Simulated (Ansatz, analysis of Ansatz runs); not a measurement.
# Substitutional B in diamond: charge-transition level, PBE0 on PBE structures

Subject: substitutional B in diamond. Wanted: its charge-transition level, in one set-up (PBE0 on PBE structures, 64-site cell, PBE lattice, 420 eV, k: 2x2x2 shifted 0.5 0.5 0.5 then the zone centre alone). The model is a cell of 64 host atoms with 1 C taken out and 1 B put in. The level is the Fermi energy at which two charge states have equal formation energy, after a correction for the images of the charge. Exact exchange opens the gap, stiffens bonds and lessens the self-interaction error, at many times the cost.

**The experiment.** (0/-1) level above the valence-band top: 0.368 eV, by acceptor ionization energy (cited; method not stated) (quoted in “Phosphorescence and donor-acceptor pair recombination in laboratory-grown diamonds”, 2023, Jiahui Zhao et al., quoting earlier work (1993)).

Program: Ansatz 0.2.0. Level of theory: plane-wave PAW DFT, PBE; relaxation of all atoms of a defect supercell. Results are calculated unless marked as measured.

This is a report of a sequence of runs, with most program output left out.

In doubt: the hybrid run may have settled on a false gap or state (step 4), so the values of those runs are not to be relied on; a hybrid run on one k-point (steps 4, 5), which bears on gaps, levels and energies.

## 1. Set-up

The cell holds 64 atoms: 63 C and 1 B. Cell: a = 7.143 Å, b = 7.143 Å, c = 7.143 Å, α = 90.0°, β = 90.0°, γ = 90.0°. It derives from C (space group Fd-3m). Nearest the centre at fractional (0.375, 0.375, 0.375): B8 at 0.00 Å, C27 at 1.55 Å, C49 at 1.55 Å, C42 at 1.55 Å, C4 at 1.55 Å, C53 at 2.53 Å, C46 at 2.53 Å, C31 at 2.53 Å.

The host's primitive cell comes from a first run (plane-wave PAW DFT, PBE; relaxation of the host's cell and atoms): vectors of 2.525, 2.525 and 2.525 Å. That is 5.69 Å³ an atom, 0.4 % over the diffraction cell's volume. The supercell is built on it.

## 2. Relaxation, charge 0

Every later number rests on the structure around the defect, so the atoms are relaxed at the host's lattice first.

Input file relax0/input.yaml:

```yaml
relax:
  f_tol: 0.02
  max_steps: 80
  random_displacement: { amplitude: 0.05, seed: 797 }
crystal:
  lattice:
    - [7.14316351, 0.0, 0.0]
    - [0.0, 7.14316351, 0.0]
    - [0.0, 0.0, 7.14316351]
  atoms:
    - { symbol: C, position: [0.0, 0.0, 0.25] }
    - { symbol: C, position: [0.0, 0.25, 0.0] }
    - { symbol: C, position: [0.25, 0.0, 0.0] }
    - { symbol: C, position: [0.25, 0.25, 0.25] }
    - { symbol: C, position: [0.125, 0.125, 0.375] }
    - { symbol: C, position: [0.125, 0.375, 0.125] }
    - { symbol: C, position: [0.375, 0.125, 0.125] }
    - { symbol: B, position: [0.375, 0.375, 0.375] }
    - { symbol: C, position: [0.0, 0.0, 0.75] }
    - { symbol: C, position: [0.0, 0.25, 0.5] }
    - { symbol: C, position: [0.25, 0.0, 0.5] }
    - { symbol: C, position: [0.25, 0.25, 0.75] }
    - { symbol: C, position: [0.125, 0.125, 0.875] }
    - { symbol: C, position: [0.125, 0.375, 0.625] }
    - { symbol: C, position: [0.375, 0.125, 0.625] }
    - { symbol: C, position: [0.375, 0.375, 0.875] }
    - { symbol: C, position: [0.0, 0.5, 0.25] }
    - { symbol: C, position: [0.0, 0.75, 0.0] }
    - { symbol: C, position: [0.25, 0.5, 0.0] }
    - { symbol: C, position: [0.25, 0.75, 0.25] }
    - { symbol: C, position: [0.125, 0.625, 0.375] }
    - { symbol: C, position: [0.125, 0.875, 0.125] }
    - { symbol: C, position: [0.375, 0.625, 0.125] }
    - { symbol: C, position: [0.375, 0.875, 0.375] }
    - { symbol: C, position: [0.0, 0.5, 0.75] }
    - { symbol: C, position: [0.0, 0.75, 0.5] }
    - { symbol: C, position: [0.25, 0.5, 0.5] }
    - { symbol: C, position: [0.25, 0.75, 0.75] }
    - { symbol: C, position: [0.125, 0.625, 0.875] }
    - { symbol: C, position: [0.125, 0.875, 0.625] }
    - { symbol: C, position: [0.375, 0.625, 0.625] }
    - { symbol: C, position: [0.375, 0.875, 0.875] }
    - { symbol: C, position: [0.5, 0.0, 0.25] }
    - { symbol: C, position: [0.5, 0.25, 0.0] }
    - { symbol: C, position: [0.75, 0.0, 0.0] }
    - { symbol: C, position: [0.75, 0.25, 0.25] }
    - { symbol: C, position: [0.625, 0.125, 0.375] }
    - { symbol: C, position: [0.625, 0.375, 0.125] }
    - { symbol: C, position: [0.875, 0.125, 0.125] }
    - { symbol: C, position: [0.875, 0.375, 0.375] }
    - { symbol: C, position: [0.5, 0.0, 0.75] }
    - { symbol: C, position: [0.5, 0.25, 0.5] }
    - { symbol: C, position: [0.75, 0.0, 0.5] }
    - { symbol: C, position: [0.75, 0.25, 0.75] }
    - { symbol: C, position: [0.625, 0.125, 0.875] }
    - { symbol: C, position: [0.625, 0.375, 0.625] }
    - { symbol: C, position: [0.875, 0.125, 0.625] }
    - { symbol: C, position: [0.875, 0.375, 0.875] }
    - { symbol: C, position: [0.5, 0.5, 0.25] }
    - { symbol: C, position: [0.5, 0.75, 0.0] }
    - { symbol: C, position: [0.75, 0.5, 0.0] }
    - { symbol: C, position: [0.75, 0.75, 0.25] }
    - { symbol: C, position: [0.625, 0.625, 0.375] }
    - { symbol: C, position: [0.625, 0.875, 0.125] }
    - { symbol: C, position: [0.875, 0.625, 0.125] }
    - { symbol: C, position: [0.875, 0.875, 0.375] }
    - { symbol: C, position: [0.5, 0.5, 0.75] }
    - { symbol: C, position: [0.5, 0.75, 0.5] }
    - { symbol: C, position: [0.75, 0.5, 0.5] }
    - { symbol: C, position: [0.75, 0.75, 0.75] }
    - { symbol: C, position: [0.625, 0.625, 0.875] }
    - { symbol: C, position: [0.625, 0.875, 0.625] }
    - { symbol: C, position: [0.875, 0.625, 0.625] }
    - { symbol: C, position: [0.875, 0.875, 0.875] }
  host:
    repeats: [2, 2, 2]
    atoms:
      - { symbol: C, position: [0.0, 0.0, 0.5] }
      - { symbol: C, position: [0.0, 0.5, 0.0] }
      # ... 6 more atoms of the perfect host
basis:
  ecutwfc: 420
  xc_grid: 2
hamiltonian:
  xc: pbe
kpoints:
  mp_grid: { grid: [2, 2, 2], shift: [0.5, 0.5, 0.5] }
magnetization:
  spin_polarized: true
  initial_magnetization: 1
  spin_locking: { lock_magnetization: hard }
scf:
  occupations: { method: fermi_dirac, width: 0.01 }
  max_iter: 120
output:
  forces: true
  charged_corrections:
    epsilon: 5.85
    static_epsilon: 5.85
    defect_position: [0.375, 0.375, 0.375]
checkpoint:
  write: "../relax0.run"
  compress: false
  write_wavefunctions: true
  write_every: 100000
```

On the command line:

```console
$ ansatz run input.yaml --threads 2 --pin off --max-ram 3768MiB --backend cpu --events-out ev --progress --plain --runs-dir out
```

Wall time 2.5 min (2 threads of Intel Xeon Platinum 8375C at 2.90GHz (Ice Lake), shared host); peak memory 1.3 GiB; 4.8 min of CPU time.

Relaxation path:

| step | energy less that of the first step (eV) | largest force component (eV/Å) |
| --- | --- | --- |
| 1 | 0.0000 | 3.5475 |
| 2 | -2.9575 | 1.6708 |
| 3 | -3.5841 | 0.4460 |
| 4 | -3.5834 | 0.4028 |
| 5 | -3.5976 | 0.0645 |
| 6 | -3.5981 | 0.0074 |

Relaxation step 4 was tried and not accepted.

The atoms that moved most (Å, from the sites as typed, ahead of the random displacement, the mean shift of all atoms taken out):

| atom | dx | dy | dz | length |
| --- | --- | --- | --- | --- |
| C49 | 0.031 | 0.031 | -0.026 | 0.051 |
| C27 | -0.019 | 0.031 | 0.024 | 0.044 |
| C42 | 0.030 | -0.018 | 0.024 | 0.043 |
| C4 | -0.019 | -0.018 | -0.025 | 0.036 |
| B8 | -0.012 | -0.012 | 0.003 | 0.017 |
| C7 | -0.010 | -0.008 | -0.006 | 0.014 |
| C6 | -0.008 | -0.011 | -0.006 | 0.014 |
| C5 | -0.007 | -0.007 | -0.007 | 0.012 |

Neighbours of B8 at the end:

| atom | distance (Å) |
| --- | --- |
| C4 | 1.570 |
| C42 | 1.587 |
| C27 | 1.588 |
| C49 | 1.613 |
| C5 | 2.518 |
| C15 | 2.521 |
| C14 | 2.521 |
| C7 | 2.528 |
| C6 | 2.529 |
| C37 | 2.531 |
| C21 | 2.531 |
| C38 | 2.536 |
| C23 | 2.536 |
| C46 | 2.538 |
| C31 | 2.538 |
| C53 | 2.543 |

This step gave:

```yaml
free_energy: -15955.3745 eV
smearing_term_ts: 0.003091 eV
total_moment: 1 μB
integral_of_the_absolute_spin_density: 1.014 μB
spin_contamination: 1.65e-4
```

The relaxation ends 56 meV an atom lower than the displaced start, with a largest force component of 0.0074 eV/Å.

## 3. Relaxation, charge −1

The input displaces the atoms at random before the relaxation, so that it can leave a symmetric saddle if there is one.

Input file relax1/input.yaml:

```yaml
relax:
  f_tol: 0.02
  max_steps: 80
  random_displacement: { amplitude: 0.05, seed: 797 }
crystal:
  lattice:
    - [7.14316351, 0.0, 0.0]
    - [0.0, 7.14316351, 0.0]
    - [0.0, 0.0, 7.14316351]
  atoms:
    - { symbol: C, position: [0.0, 0.0, 0.25] }
    - { symbol: C, position: [0.0, 0.25, 0.0] }
[... 1 atom line left out ...]
    - { symbol: C, position: [0.25, 0.25, 0.25] }
[... 3 atom lines left out ...]
    - { symbol: B, position: [0.375, 0.375, 0.375] }
[... 12 atom lines left out ...]
    - { symbol: C, position: [0.125, 0.625, 0.375] }
[... 1 atom line left out ...]
    - { symbol: C, position: [0.375, 0.625, 0.125] }
[... 3 atom lines left out ...]
    - { symbol: C, position: [0.25, 0.5, 0.5] }
[... 3 atom lines left out ...]
    - { symbol: C, position: [0.375, 0.625, 0.625] }
[... 5 atom lines left out ...]
    - { symbol: C, position: [0.625, 0.125, 0.375] }
    - { symbol: C, position: [0.625, 0.375, 0.125] }
[... 3 atom lines left out ...]
    - { symbol: C, position: [0.5, 0.25, 0.5] }
[... 3 atom lines left out ...]
    - { symbol: C, position: [0.625, 0.375, 0.625] }
[... 2 atom lines left out ...]
    - { symbol: C, position: [0.5, 0.5, 0.25] }
[... 3 atom lines left out ...]
    - { symbol: C, position: [0.625, 0.625, 0.375] }
[... 10 atom lines left out ...]
    - { symbol: C, position: [0.875, 0.875, 0.875] }
  host:
    repeats: [2, 2, 2]
    atoms:
      - { symbol: C, position: [0.0, 0.0, 0.5] }
      - { symbol: C, position: [0.0, 0.5, 0.0] }
      # ... 6 more atoms of the perfect host
total_charge: -1
basis:
  ecutwfc: 420
  xc_grid: 2
hamiltonian:
  xc: pbe
kpoints:
  mp_grid: { grid: [2, 2, 2], shift: [0.5, 0.5, 0.5] }
scf:
  occupations: { method: fermi_dirac, width: 0.01 }
  max_iter: 120
output:
  forces: true
  charged_corrections:
    epsilon: 5.85
    static_epsilon: 5.85
    defect_position: [0.375, 0.375, 0.375]
checkpoint:
  write: "../relax1.run"
  compress: false
  write_wavefunctions: true
  write_every: 100000
```

Run time: 46 s. Hardware: 2 threads; peak memory 1.2 GiB.

Relaxation path:

| step | energy less that of the first step (eV) | largest force component (eV/Å) |
| --- | --- | --- |
| 1 | 0.0000 | 3.9020 |
| 2 | -3.0430 | 1.6491 |
| 3 | -3.6873 | 0.0427 |
| 4 | -3.6873 | 0.0427 |
| 5 | -3.6878 | 0.0014 |

The atoms that moved most (Å, from the sites as typed, ahead of the random displacement, the mean shift of all atoms taken out):

| atom | dx | dy | dz | length |
| --- | --- | --- | --- | --- |
| C27 | -0.021 | 0.021 | 0.021 | 0.037 |
| C49 | 0.021 | 0.021 | -0.021 | 0.037 |
| C42 | 0.021 | -0.021 | 0.021 | 0.037 |
| C4 | -0.021 | -0.021 | -0.021 | 0.037 |
| C15 | 0.009 | -0.004 | 0.004 | 0.011 |
| C23 | 0.009 | 0.004 | -0.004 | 0.011 |
| C37 | 0.004 | -0.004 | 0.009 | 0.011 |
| C53 | 0.004 | 0.004 | -0.009 | 0.011 |

Neighbours of B8 at the end:

| atom | distance (Å) |
| --- | --- |
| C4 | 1.583 |
| C27 | 1.583 |
| C49 | 1.583 |
| C42 | 1.583 |
| C21 | 2.531 |
| C14 | 2.531 |
| C31 | 2.531 |
| C23 | 2.531 |
| C6 | 2.531 |
| C5 | 2.531 |
| C7 | 2.531 |
| C53 | 2.531 |
| C46 | 2.531 |
| C15 | 2.531 |
| C37 | 2.531 |
| C38 | 2.531 |

Read from the output:

```
free energy : -15942.5365 eV
```

The relaxation ends 58 meV an atom lower than the displaced start, with a largest force component of 0.0014 eV/Å.

## 4. Single point, charge 0

The relaxed structure is kept, and the final numbers are taken at the final level and k-points.

This step: plane-wave PAW DFT, PBE0; single point of a defect supercell on the structure relaxed with PBE.

Input file point0/input.yaml:

```yaml
crystal:
  lattice:
    - [7.14316351, 0.0, 0.0]
    - [0.0, 7.14316351, 0.0]
    - [0.0, 0.0, 7.14316351]
  atoms:
    - { symbol: C, position: [-0.000326652, -6.8776e-05, 0.250633691] }
    - { symbol: C, position: [-0.000423372, 0.250679042, -0.000158777] }
[... 1 atom line left out ...]
    - { symbol: C, position: [0.247330577, 0.24762262, 0.246965568] }
[... 2 atom lines left out ...]
    - { symbol: C, position: [0.37348034, 0.12408771, 0.124655404] }
    - { symbol: B, position: [0.373296707, 0.373476526, 0.375857217] }
[... 6 atom lines left out ...]
    - { symbol: C, position: [0.375408935, 0.124518243, 0.625968368] }
[... 5 atom lines left out ...]
    - { symbol: C, position: [0.124177413, 0.62549357, 0.376455896] }
[... 1 atom line left out ...]
    - { symbol: C, position: [0.375253416, 0.625080659, 0.125414749] }
[... 3 atom lines left out ...]
    - { symbol: C, position: [0.247303266, 0.504532507, 0.503881511] }
[... 9 atom lines left out ...]
    - { symbol: C, position: [0.625250494, 0.124408069, 0.376421821] }
    - { symbol: C, position: [0.624832755, 0.375463515, 0.125405783] }
[... 3 atom lines left out ...]
    - { symbol: C, position: [0.50420025, 0.247620162, 0.503845808] }
[... 6 atom lines left out ...]
    - { symbol: C, position: [0.504296605, 0.504591411, 0.246826916] }
[... 3 atom lines left out ...]
    - { symbol: C, position: [0.624945189, 0.625210438, 0.374828645] }
[... 10 atom lines left out ...]
    - { symbol: C, position: [0.874691435, 0.874923857, 0.875479637] }
  host:
    repeats: [2, 2, 2]
    atoms:
      - { symbol: C, position: [0.0, 0.0, 0.5] }
      - { symbol: C, position: [0.0, 0.5, 0.0] }
      # ... 6 more atoms of the perfect host
basis:
  ecutwfc: 420
  xc_grid: 2
hamiltonian:
  xc: pbe0
kpoints:
  mp_grid: { grid: [1, 1, 1] }
magnetization:
  spin_polarized: true
  initial_magnetization: 1
  spin_locking: { lock_magnetization: hard }
scf:
  occupations: { method: fermi_dirac, width: 0.01 }
  max_iter: 120
output:
  forces: true
  charged_corrections:
    epsilon: 5.85
    static_epsilon: 5.85
    defect_position: [0.375, 0.375, 0.375]
  eigenvalues: true
checkpoint:
  read: "../relax0.run"
  write: "../point0.run"
  compress: false
  write_wavefunctions: true
  write_every: 100000
```

Elapsed: 70 s, on 2 threads; peak memory 1.1 GiB.

This step gave:

```
free energy                           : -15958.3630 eV
total moment                          : 1 μB
integral of the absolute spin density : 1.118 μB
spin contamination                    : 8.41e-4
```

## 5. Single point, charge −1

This step: plane-wave PAW DFT, PBE0; single point of a defect supercell on the structure relaxed with PBE.

Input file point1/input.yaml:

```yaml
crystal:
  lattice:
    - [7.14316351, 0.0, 0.0]
    - [0.0, 7.14316351, 0.0]
    - [0.0, 0.0, 7.14316351]
  atoms:
    - { symbol: C, position: [-0.000629701, -0.000379449, 0.250923245] }
    - { symbol: C, position: [-0.000631683, 0.250612627, -6.5411e-05] }
[... 1 atom line left out ...]
    - { symbol: C, position: [0.246961672, 0.247219441, 0.247528141] }
    - { symbol: C, position: [0.124373676, 0.124625729, 0.374181677] }
    - { symbol: C, position: [0.124371555, 0.373869811, 0.124938651] }
    - { symbol: C, position: [0.373614229, 0.124628193, 0.124941587] }
    - { symbol: B, position: [0.374929955, 0.375191406, 0.375501065] }
[... 14 atom lines left out ...]
    - { symbol: C, position: [0.376259239, 0.625747945, 0.124937034] }
[... 3 atom lines left out ...]
    - { symbol: C, position: [0.246960463, 0.503162642, 0.503475829] }
[... 9 atom lines left out ...]
    - { symbol: C, position: [0.625496103, 0.124628477, 0.376825601] }
    - { symbol: C, position: [0.6254987, 0.376508722, 0.124940298] }
[... 3 atom lines left out ...]
    - { symbol: C, position: [0.502907507, 0.247218012, 0.503477122] }
[... 6 atom lines left out ...]
    - { symbol: C, position: [0.502909581, 0.503160819, 0.247527364] }
[... 3 atom lines left out ...]
    - { symbol: C, position: [0.625496476, 0.625750078, 0.374180435] }
[... 10 atom lines left out ...]
    - { symbol: C, position: [0.874933999, 0.875188019, 0.875504077] }
  host:
    repeats: [2, 2, 2]
    atoms:
      - { symbol: C, position: [0.0, 0.0, 0.5] }
      - { symbol: C, position: [0.0, 0.5, 0.0] }
      # ... 6 more atoms of the perfect host
total_charge: -1
basis:
  ecutwfc: 420
  xc_grid: 2
hamiltonian:
  xc: pbe0
kpoints:
  mp_grid: { grid: [1, 1, 1] }
scf:
  occupations: { method: fermi_dirac, width: 0.01 }
  max_iter: 120
output:
  forces: true
  charged_corrections:
    epsilon: 5.85
    static_epsilon: 5.85
    defect_position: [0.375, 0.375, 0.375]
  eigenvalues: true
checkpoint:
  read: "../relax1.run"
  write: "../point1.run"
  compress: false
  write_wavefunctions: true
  write_every: 100000
```

The job ended after 37 s (2 threads; peak memory 1.1 GiB; 70 s of CPU time).

Read from the output:

```yaml
free_energy: -15945.2787 eV
```

## 6. Charge-transition levels

A charged cell feels its images and has its own zero of potential; this step corrects both and places the level between the host's band edges.

This step: place-levels on PBE0 runs: charge-transition levels with image-charge correction and potential alignment at the atomic sites.

Input file levels.yaml:

```yaml
host:
  run: host.point.run
states: [point0.run, point1.run]
geometry_from:
  point0.run: relax0.run
  point1.run: relax1.run
```

On the command line:

```console
$ ansatz place-levels levels.yaml -- --threads 2 --pin off --max-ram 3768MiB
```

The job ended after 0.14 s (2 threads).

This step gave:

| Quantity | Value |
| --- | --- |
| gap | 6.131 eV |

## 7. Summary of results

| Item | Value |
| --- | --- |
| static dielectric constant used | 5.8 |
| band gap of the host | 6.13 eV |
| (0/-1) level above the valence-band top | 1.33 eV |
| time of the whole chain | 6.2 min on 2 threads |

What this shows: (0/-1) level above the valence-band top: computed 1.33 eV, measured 0.368 eV; 0.96 eV above the measurement. The level is counted in a gap of 6.13 eV, and the correction is screened by a dielectric constant of 5.8 from a linear-response run on the host (PBE). The bound state has a long tail, so in cells of 64 to 216 sites the impurity band still disperses by tenths of an eV and the level moves with cell and k-points. Limits: the zone centre alone is a coarse sampling for this cell; the structure comes from another functional than the final numbers; the periodic copies of the defect are only 7.1 Å apart.

[Logs are printed without paths, hosts, clocks, repeated set-up lines and the standing remarks that a program may print on its own settings, such as how far it seeks lower states.]

[Hosts, paths, dates, database ids (printed as entryN), source tags and the programs' standing remarks are cut or masked in the printed files.]

[For some hosts the program warned that the k-mesh of the response run may be too coarse for force constants and the static dielectric constant; such warnings are not shown here.]
